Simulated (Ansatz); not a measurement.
# The false plateau in GW convergence: AlN (P6_3mc)

Aim: vary empty bands and screening cutoff apart and together in G0W0 on AlN (P6_3mc).

Method: G0W0 on PBE, plane waves, PAW; PAW set soft_1, in Ansatz 0.2.0.

The database entry behind the starting cell differs from later determinations by our own check (inner coordinate u about 0.002 short), so it need not match the best structure at ambient conditions.

**1. Starting point**

The structure is hexagonal, space group P6_3mc (No. 186). Conventional cell: a = 3.113 Å, b = 3.113 Å, c = 4.981 Å, α = 90.00°, β = 90.00°, γ = 120.00°. Nearest to Al lie 4 N at 1.89 Å. Nearest to N lie 4 Al at 1.89 Å. Farther neighbours and most contacts between anions are not listed.

The cell and positions come from the Crystallography Open Database and are kept as given unless a step says otherwise.

**2. 33 empty bands, screening to 50 eV**

G0W0 replaces the xc potential by the self-energy, built once from these orbitals. Only a window of levels is corrected, while the sums run over the empty bands that the input names. This step takes PAW set soft_1 files.

File input.yaml:

```yaml
crystal:
  lattice:
    - [3.113, 0.0, 0.0]
    - [-1.5565, 2.695937082, 0.0]
    - [0.0, 0.0, 4.981]
  atoms:
    - { symbol: Al, position: [0.3333333333, 0.6666666667, 0.0] }
    - { symbol: Al, position: [0.6666666667, 0.3333333333, 0.5] }
    - { symbol: "N", position: [0.3333333333, 0.6666666667, 0.38] }
    - { symbol: "N", position: [0.6666666667, 0.3333333333, 0.88] }
kpoints:
  mp_grid: { grid: [6, 6, 4] }
hamiltonian:
  xc: pbe
  pseudopotentials: { kind: paw, azcp: { folder: soft_1 } }
scf:
  occupations: { method: fixed }
gw:
  n_empty_bands: 33
  ecut_chi: 50
  qp_bands: [v2, c2]
  qp_kpoints: band_edges
  screening: { model: contour_deformation }
```

The run is started by

```bash
> ansatz run input.yaml --threads 3 --pin off --max-ram 92160MiB --backend cuda --events-out ev --progress --plain --runs-dir out --devices 1 --max-vram 13GiB
```

Numbers of over 12 decimals in the logs are rounded to 6 here.

Log:

```text
GPUs: using 1 of 1 available (devices: 1).
Engine: ansatz 0.2.0, x86_64-unknown-linux-gnu
Pseudopotentials: kind: paw
Pseudopotential: Al, paw, valence charge 3, recommended cutoff 420 eV (normal), soft_1/Al.paw.azcp
Pseudopotential: N, paw, valence charge 5, recommended cutoff 420 eV (normal), soft_1/N.paw.azcp
Functional definition: PBE
  parameter kappa = 0.804
  parameter beta = 0.066725
  exchange = pbe_x(kappa = kappa, mu = beta*pi^2/3)
  correlation = pbe_c(beta = beta)
device memory: the entry about to start is reckoned to put 0.5 GiB on a device that reports 33.3 GiB free (of which the cap on the GPU budget leaves the run 13.0 GiB)
GPU FFT provider: cuFFT
GPU libraries: cuBLAS 13.8.2, cuFFT 12.4.0, cuSOLVER 12.3.4
Crystal: 4 atoms, lattice volume = 41.803 Å³
Basis set: ecut = 420 eV, 809 PW (Γ)
Bands: 12, of which v1, the nominal top of the filled ones, is band 8 counted from 1 (7 counted from 0)
Symmetry: 12 space group operations
Space group: P63mc (ITA 186), of the structure as read, at distance tolerance 3.5e-5 Å
k-points: 21 of 144 (time reversal used)
Non-local potential: Al, projectors of the file, l = 0: 2, l = 1: 2, l = 2: 1
Non-local potential: N, projectors of the file, l = 0: 2, l = 1: 2, l = 2: 1
PAW form: soft (Blöchl's): semilocal exchange-correlation on the pseudo side does not see the compensation charge
PAW one-centre angular grid: Al, 110 points (default); XC on 64 Gauss nodes
PAW one-centre angular grid: N, 110 points (default); XC on 64 Gauss nodes
Initial density: superposition of atomic densities (chi_scale 0.1, normalization cell, long waves kept (reshape's long-wave potential 0.00 eV rms))
Initial wavefunctions: pseudopotential atomic-orbital guess
GPU buffer pool allocated for 20736 grid points (all kernels)
GPU transforms: local potential and band sums: pruned to the plane-wave sphere, on 24×24×36
Functional: x = pbe(κ = 0.804, μ = 0.219515), c = pbe(β = 0.066725)
SCF iter   1: F=—  HF=-1851.407366 eV  |F-HF|=—  |Δ(HF+E_count)|=         —  Δρ=1.39e-1  dr2=9.84e0  ethr=3.10e-3  ⟨swp⟩=4.8  Hψ=1366  notcnv=0  defer=10
preconditioner: auto → none  [insulator: Δε(μ)=5.473 eV  Ē_g=14.253 eV  n_scr=2 (ndim 8)  ℏωp=23.0 eV  f_vac=0.000  ε∞_Penn≈3.6]
SCF iter   2: F=—  HF=-1848.928367 eV  |F-HF|=—  |Δ(HF+E_count)|=    2.48e0  Δρ=7.66e-2  dr2=1.45e0  ethr=3.10e-3  ⟨swp⟩=3.0  Hψ=755  notcnv=0  defer=37
SCF iter   3: F=—  HF=-1848.520590 eV  |F-HF|=—  |Δ(HF+E_count)|=   4.08e-1  Δρ=2.33e-2  dr2=1.15e-1  ethr=3.10e-3  ⟨swp⟩=2.3  Hψ=614  notcnv=0  defer=38
SCF iter   4: F=—  HF=-1848.508347 eV  |F-HF|=—  |Δ(HF+E_count)|=   1.22e-2  Δρ=1.38e-3  dr2=3.99e-4  ethr=7.19e-4  ⟨swp⟩=2.0  Hψ=294  notcnv=0  defer=42
SCF iter   5: F=—  HF=-1848.508201 eV  |F-HF|=—  |Δ(HF+E_count)|=   1.47e-4  Δρ=3.70e-4  dr2=1.43e-5  ethr=2.49e-6  ⟨swp⟩=2.1  Hψ=402  notcnv=0  defer=42
SCF iter   6: F=—  HF=-1848.508205 eV  |F-HF|=—  |Δ(HF+E_count)|=   4.74e-6  Δρ=2.94e-5  dr2=2.35e-7  ethr=8.92e-8  ⟨swp⟩=2.0  Hψ=420  notcnv=0  defer=1
SCF iter   7: F=-1848.508205 eV  HF=-1848.508205 eV  |F-HF|=1.96e-9  |Δ(HF+E_count)|=   7.05e-8  Δρ=2.65e-6  dr2=1.58e-9  ethr=6.25e-10  ⟨swp⟩=4.1  Hψ=1133  notcnv=0
SCF 1 converged in 7 iterations: F = -1848.508205 eV  dr2 = 1.58e-9
[...]
device memory: the entry about to start is reckoned to put 0.5 GiB on a device that reports 30.1 GiB free (of which the cap on the GPU budget leaves the run 13.0 GiB)
NSCF: frozen V_eff on 21 k-points, pencils in batches of 32, up to order 48
[...]
device memory: the entry about to start is reckoned to put 0.8 GiB on a device that reports 30.0 GiB free (of which the cap on the GPU budget leaves the run 13.0 GiB)
NSCF: frozen V_eff on 21 k-points, pencils in batches of 32, up to order 184
G₀W₀ screening: q 1/21
[... further progress lines ...]
SCF converged after 7 iterations
Free energy (F): -1848.508205 eV
Harris-Foulkes:  -1848.508205 eV  (|F-HF|=1.96e-9)
Internal energy: -1848.508205 eV  (E = F + TS)
E sigma→0 (E₀):  -1848.508205 eV
Fermi energy:    7.112566 eV
--- Per-component energies (eV) ---
  E_band       = 30.290657
  E_kinetic    = 313.411637
  E_local      = -420.951055  (includes V_loc(G=0)·N_el)
  E_nonlocal   = 89.108486
  E_hartree    = 155.484674
  E_xc         = -198.151116
  E_vxc        = -214.040176  (∫ρ·V_xc dr)
  E_paw        = -1195.749342  (= ΣΔE_a)
  E_vpaw       = -48.209650  (= ΣTr[D̂ρ^β])
  E_aug_tail   = 0.001782  (compensation charges beyond the density's cutoff)
  E_ewald      = -591.663270
  E_smearing   = -0.000000  (= −TS)
  E_closure    = 0.000000  (closes the sum)
  Σ components = -1848.508205   (vs F -1848.508205, Δ=0.00e0)
--- Band table (eV; the first three rows and the last of 21) ---
  k-point 0: bands = [... 4 lower, 6.2847, 6.9331, 6.9331, 7.1126, 11.3260, 13.7812, 17.7273, 18.2821]
  k-point 1: bands = [... 4 lower, 6.3749, 6.3749, 6.8333, 6.8333, 12.2816, 13.8987, 17.3977, 18.2493]
  k-point 2: bands = [... 4 lower, 6.5992, 6.5992, 6.5992, 6.5992, 13.5800, 13.5800, 17.4644, 17.4644]
  k-point 20: bands = [... 4 lower, 3.2960, 3.2960, 6.3358, 6.3358, 14.5445, 14.5445, 14.9799, 14.9799]
--- G₀W₀: contour deformation, 5 samples at zero and on the imaginary axis and 2 off it, 144 q-points, 33 empty bands' worth ---
  eigenvalues of the whole cell's RPA ε∞ on this k-mesh (on a slab, of 1 + 4πα/V) = 4.3189, 4.3189, 4.4733; static W/v taken at q = 0 is 0.229201
  bands read: the sum over 41 bands ends inside a degenerate multiplet in 9 slots, whose members it reads at an even weight; the widest, k=2: bands 41 to 44 (counted from 1) at 1/4 each
  gw.qp_kpoints: band_edges: 15 of 21 stored k-points solved, in 1 pass; an edge of the gap read off the rows below is read off those points alone
    valence top: of the k-points left out ik 13 came nearest to being solved in a further pass, in band 8 (counted from 1, as in the quasiparticle table): it holds the edge there only if its correction is more favourable than any solved in that band by at least 0.533 eV; those differ by 0.431 eV
    conduction bottom: of the k-points left out ik 16 came nearest to being solved in a further pass, in band 9 (counted from 1, as in the quasiparticle table): it holds the edge there only if its correction is more favourable than any solved in that band by at least 1.390 eV; those differ by 0.518 eV
    ik  band        ε_KS         Σx   Σc(E_QP)       V_xc       Z   E_QP_lin       E_QP  E_QP is
     0     7      6.9331   -21.7172     3.8099   -17.6723  0.7915     6.6976     6.6981  root
     0     8      7.1126   -21.7778     3.7749   -17.8132  0.7921     6.9225     6.9229  root
     0     9     11.3260    -9.8000    -3.6495   -14.4586  0.8257    12.3423    12.3351  root
     0    10     13.7812    -7.9362    -4.0673   -13.2051  0.8284    14.9945    14.9828  root
     1     7      6.8333   -21.7205     3.8352   -17.6285  0.7909     6.5759     6.5765  root
     1     8      6.8333   -21.7205     3.8352   -17.6285  0.7909     6.5759     6.5765  root
     1     9     12.2816   -10.1396    -3.6294   -14.9413  0.8194    13.4643    13.4538  root
     1    10     13.8987    -8.2310    -4.0864   -13.5497  0.8248    15.1438    15.1309  root
     2     7      6.5992   -21.7176     3.8868   -17.5255  0.7895     6.2930     6.2939  root
     2     8      6.5992   -21.7176     3.8868   -17.5255  0.7895     6.2930     6.2939  root
     2     9     13.5800    -9.3681    -3.9707   -14.6350  0.8161    14.8911    14.8762  root
     2    10     13.5800    -9.3681    -3.9707   -14.6350  0.8161    14.8911    14.8762  root
     3     7      6.8546   -21.7931     3.8345   -17.7069  0.7909     6.6024     6.6030  root
     3     8      6.9424   -21.7515     3.8070   -17.7166  0.7911     6.7141     6.7145  root
[...]
18    10     15.4790    -7.6643    -4.2882   -13.4152  0.7997    16.9680    16.9416  root
    20     7      6.3358   -21.7364     3.9093   -17.4712  0.7879     5.9786     5.9799  root
    20     8      6.3358   -21.7364     3.9093   -17.4712  0.7879     5.9786     5.9799  root
    20     9     14.5445    -6.8458    -4.1161   -12.2056  0.8101    15.8047    15.7882  root
    20    10     14.5445    -6.8458    -4.1161   -12.2056  0.8101    15.8047    15.7882  root
```

Run time: 12 s. Hardware: 1 × NVIDIA H100 80GB HBM3 (shared by 6 runs) with 3 threads of AMD EPYC 7R13 (Zen 3), shared host; peak memory 0.98 GiB; 10 s of CPU time.

Reading the cycles: dr2 is the Hartree energy of the density residual (eV), the measure of convergence; HF is the Harris–Foulkes estimate of the energy, which meets the free energy F at convergence.

Numbers from this step:

```yaml
bands_summed: 41
rpa_eps_infinity_on_this_mesh_eigenvalues: 4.319, 4.319, 4.473
plane_waves_in_the_screening_matrix: 35
q_points_in_the_mesh: 144
g0w0_gap_on_the_mesh: 5.412 eV
k_of_the_valence_top: 0, 0, 0
k_of_the_conduction_bottom: 0, 0, 0
starting_gap_on_the_mesh: 4.213 eV
z_at_the_valence_top: 0.7921
z_at_the_conduction_bottom: 0.8257
least_direct_g0w0_gap_on_the_computed_points: 5.412 eV
```

The gap on the mesh goes from 4.21 eV to 5.41 eV, a correction of +1.20 eV. Between the two edge states, bare exchange in place of the xc potential would open the gap by 8.62 eV, and correlation takes back 7.42 eV.

**3. 174 empty bands, screening to 50 eV**

input.yaml: that of step 2 with these lines changed.

```diff
@@ -18,3 +18,3 @@
 gw:
-  n_empty_bands: 33
+  n_empty_bands: 174
   ecut_chi: 50
```

Log:

```text
GPUs: using 1 of 1 available (devices: 1).
[...]
GPU FFT provider: cuFFT
GPU libraries: cuBLAS 13.8.2, cuFFT 12.4.0, cuSOLVER 12.3.4
Crystal: 4 atoms, lattice volume = 41.803 Å³
Basis set: ecut = 420 eV, 809 PW (Γ)
Bands: 12, of which v1, the nominal top of the filled ones, is band 8 counted from 1 (7 counted from 0)
Symmetry: 12 space group operations
[...]
k-points: 21 of 144 (time reversal used)
[...]
1    10     13.8987    -8.2310    -4.4276   -13.5497  0.8229    14.7963    14.7898  root
[...]
20     7      6.3358   -21.7364     3.6638   -17.4712  0.7866     5.7308     5.7344  root
    20     8      6.3358   -21.7364     3.6638   -17.4712  0.7866     5.7308     5.7344  root
    20     9     14.5445    -6.8458    -4.4728   -12.2056  0.8078    15.4395    15.4315  root
    20    10     14.5445    -6.8458    -4.4728   -12.2056  0.8078    15.4395    15.4315  root
[key lines of the parts left out:]
SCF converged after 7 iterations
Free energy (F): -1848.508205 eV
Fermi energy:    7.112566 eV
```

It took 15 s on 1 × NVIDIA H100 80GB HBM3 (shared by 6 runs) with 3 threads; peak memory 1.1 GiB; 22 s of CPU time.

Numbers from this step:

```yaml
bands_summed: 182
rpa_eps_infinity_on_this_mesh_eigenvalues: 4.324, 4.324, 4.479
plane_waves_in_the_screening_matrix: 35
g0w0_gap_on_the_mesh: 5.372 eV
k_of_the_valence_top: 0, 0, 0
k_of_the_conduction_bottom: 0, 0, 0
starting_gap_on_the_mesh: 4.213 eV
least_direct_g0w0_gap_on_the_computed_points: 5.372 eV
```

Against the run with 6×6×4 mesh, 33 empty bands, screening to 50 eV, PAW set soft_1 files, the gap moves by −0.04 eV.

**4. 94 empty bands, screening to 100 eV**

Bands and screening cutoff are moved together, since each hides the error of the other.

input.yaml: that of step 3 with these lines changed.

```diff
@@ -18,4 +18,4 @@
 gw:
-  n_empty_bands: 174
-  ecut_chi: 50
+  n_empty_bands: 94
+  ecut_chi: 100
   qp_bands: [v2, c2]
```

Log:

```text
GPUs: using 1 of 1 available (devices: 1).
[...]
GPU FFT provider: cuFFT
GPU libraries: cuBLAS 13.8.2, cuFFT 12.4.0, cuSOLVER 12.3.4
Crystal: 4 atoms, lattice volume = 41.803 Å³
Basis set: ecut = 420 eV, 809 PW (Γ)
Bands: 12, of which v1, the nominal top of the filled ones, is band 8 counted from 1 (7 counted from 0)
Symmetry: 12 space group operations
[...]
k-points: 21 of 144 (time reversal used)
[...]
1    10     13.8987    -8.2310    -4.3634   -13.5497  0.8200    14.8613    14.8540  root
[...]
20     7      6.3358   -21.7364     3.4741   -17.4712  0.7813     5.5385     5.5447  root
    20     8      6.3358   -21.7364     3.4741   -17.4712  0.7813     5.5385     5.5447  root
    20     9     14.5445    -6.8458    -4.4833   -12.2056  0.8062    15.4287    15.4211  root
    20    10     14.5445    -6.8458    -4.4833   -12.2056  0.8062    15.4287    15.4211  root
[key lines of the parts left out:]
SCF converged after 7 iterations
Free energy (F): -1848.508205 eV
Fermi energy:    7.112566 eV
```

Elapsed: 14 s, on 1 × NVIDIA H100 80GB HBM3 (shared by 6 runs) with 3 threads; peak memory 1 GiB.

The G0W0 gap on the mesh is 5.744 eV.

**5. 493 empty bands, screening to 100 eV**

input.yaml: that of step 4 with these lines changed.

```diff
@@ -18,3 +18,3 @@
 gw:
-  n_empty_bands: 94
+  n_empty_bands: 493
   ecut_chi: 100
```

Log:

```text
GPUs: using 1 of 1 available (devices: 1).
[...]
GPU FFT provider: cuFFT
GPU libraries: cuBLAS 13.8.2, cuFFT 12.4.0, cuSOLVER 12.3.4
Crystal: 4 atoms, lattice volume = 41.803 Å³
Basis set: ecut = 420 eV, 809 PW (Γ)
Bands: 12, of which v1, the nominal top of the filled ones, is band 8 counted from 1 (7 counted from 0)
Symmetry: 12 space group operations
[...]
k-points: 21 of 144 (time reversal used)
[...]
1    10     13.8987    -8.2310    -4.4975   -13.5497  0.8196    14.7252    14.7198  root
[...]
20     7      6.3358   -21.7364     3.3181   -17.4712  0.7810     5.3797     5.3887  root
    20     8      6.3358   -21.7364     3.3181   -17.4712  0.7810     5.3797     5.3887  root
    20     9     14.5445    -6.8458    -4.6267   -12.2056  0.8057    15.2829    15.2776  root
    20    10     14.5445    -6.8458    -4.6267   -12.2056  0.8057    15.2829    15.2776  root
[key lines of the parts left out:]
SCF converged after 7 iterations
Free energy (F): -1848.508205 eV
Fermi energy:    7.112566 eV
```

The job ended after 34 s (1 × NVIDIA H100 80GB HBM3 (shared by 6 runs) with 3 threads; peak memory 1.5 GiB; 45 s of CPU time).

The G0W0 gap on the mesh is 5.776 eV.

**6. 33 empty bands, screening to 150 eV**

input.yaml: that of step 5 with these lines changed.

```diff
@@ -18,4 +18,4 @@
 gw:
-  n_empty_bands: 493
-  ecut_chi: 100
+  n_empty_bands: 33
+  ecut_chi: 150
   qp_bands: [v2, c2]
```

Log:

```text
GPUs: using 1 of 1 available (devices: 1).
[...]
GPU FFT provider: cuFFT
GPU libraries: cuBLAS 13.8.2, cuFFT 12.4.0, cuSOLVER 12.3.4
Crystal: 4 atoms, lattice volume = 41.803 Å³
Basis set: ecut = 420 eV, 809 PW (Γ)
Bands: 12, of which v1, the nominal top of the filled ones, is band 8 counted from 1 (7 counted from 0)
Symmetry: 12 space group operations
[...]
k-points: 21 of 144 (time reversal used)
[...]
1    10     13.8987    -8.2310    -4.0115   -13.5497  0.8212    15.2200    15.2058  root
[...]
20     7      6.3358   -21.7364     3.8313   -17.4712  0.7817     5.9001     5.9019  root
    20     8      6.3358   -21.7364     3.8313   -17.4712  0.7817     5.9001     5.9019  root
    20     9     14.5445    -6.8458    -4.1168   -12.2056  0.8081    15.8035    15.7875  root
    20    10     14.5445    -6.8458    -4.1168   -12.2056  0.8081    15.8035    15.7875  root
[key lines of the parts left out:]
SCF converged after 7 iterations
Free energy (F): -1848.508205 eV
Fermi energy:    7.112566 eV
```

It took 11 s on 1 × NVIDIA H100 80GB HBM3 (shared by 6 runs) with 3 threads; peak memory 1 GiB.

The G0W0 gap on the mesh is 5.680 eV.

**7. 174 empty bands, screening to 150 eV**

input.yaml: that of step 6 with these lines changed.

```diff
@@ -18,3 +18,3 @@
 gw:
-  n_empty_bands: 33
+  n_empty_bands: 174
   ecut_chi: 150
```

Log:

```text
GPUs: using 1 of 1 available (devices: 1).
[...]
GPU FFT provider: cuFFT
GPU libraries: cuBLAS 13.8.2, cuFFT 12.4.0, cuSOLVER 12.3.4
Crystal: 4 atoms, lattice volume = 41.803 Å³
Basis set: ecut = 420 eV, 809 PW (Γ)
Bands: 12, of which v1, the nominal top of the filled ones, is band 8 counted from 1 (7 counted from 0)
Symmetry: 12 space group operations
[...]
k-points: 21 of 144 (time reversal used)
[...]
1    10     13.8987    -8.2310    -4.4758   -13.5497  0.8187    14.7472    14.7415  root
[...]
20     7      6.3358   -21.7364     3.2425   -17.4712  0.7785     5.3026     5.3132  root
    20     8      6.3358   -21.7364     3.2425   -17.4712  0.7785     5.3026     5.3132  root
    20     9     14.5445    -6.8458    -4.6233   -12.2056  0.8051    15.2863    15.2810  root
    20    10     14.5445    -6.8458    -4.6233   -12.2056  0.8051    15.2863    15.2810  root
[key lines of the parts left out:]
SCF converged after 7 iterations
Free energy (F): -1848.508205 eV
Fermi energy:    7.112566 eV
```

The job ended after 16 s (1 × NVIDIA H100 80GB HBM3 (shared by 6 runs) with 3 threads; peak memory 1.1 GiB; 21 s of CPU time).

The G0W0 gap on the mesh is 5.868 eV.

(Part 1 of 2 ends here.)

[Paths, hosts, dates, memory and timing lines, banners, echoed tables and standing remarks are left out of the program output.]

[Logs are printed without paths, hosts, clocks, repeated set-up lines and the standing remarks that a program may print on its own settings, such as how far it seeks lower states.]

[Runs of the session that timed out or met a known fault of the program may be left out.]

[Cells called generated may have been cut or substituted from an entry of the Crystallography Open Database or the Materials Project.]

[Hosts, paths, dates, database ids (printed as entryN), source tags and the programs' standing remarks are cut or masked in the printed files.]
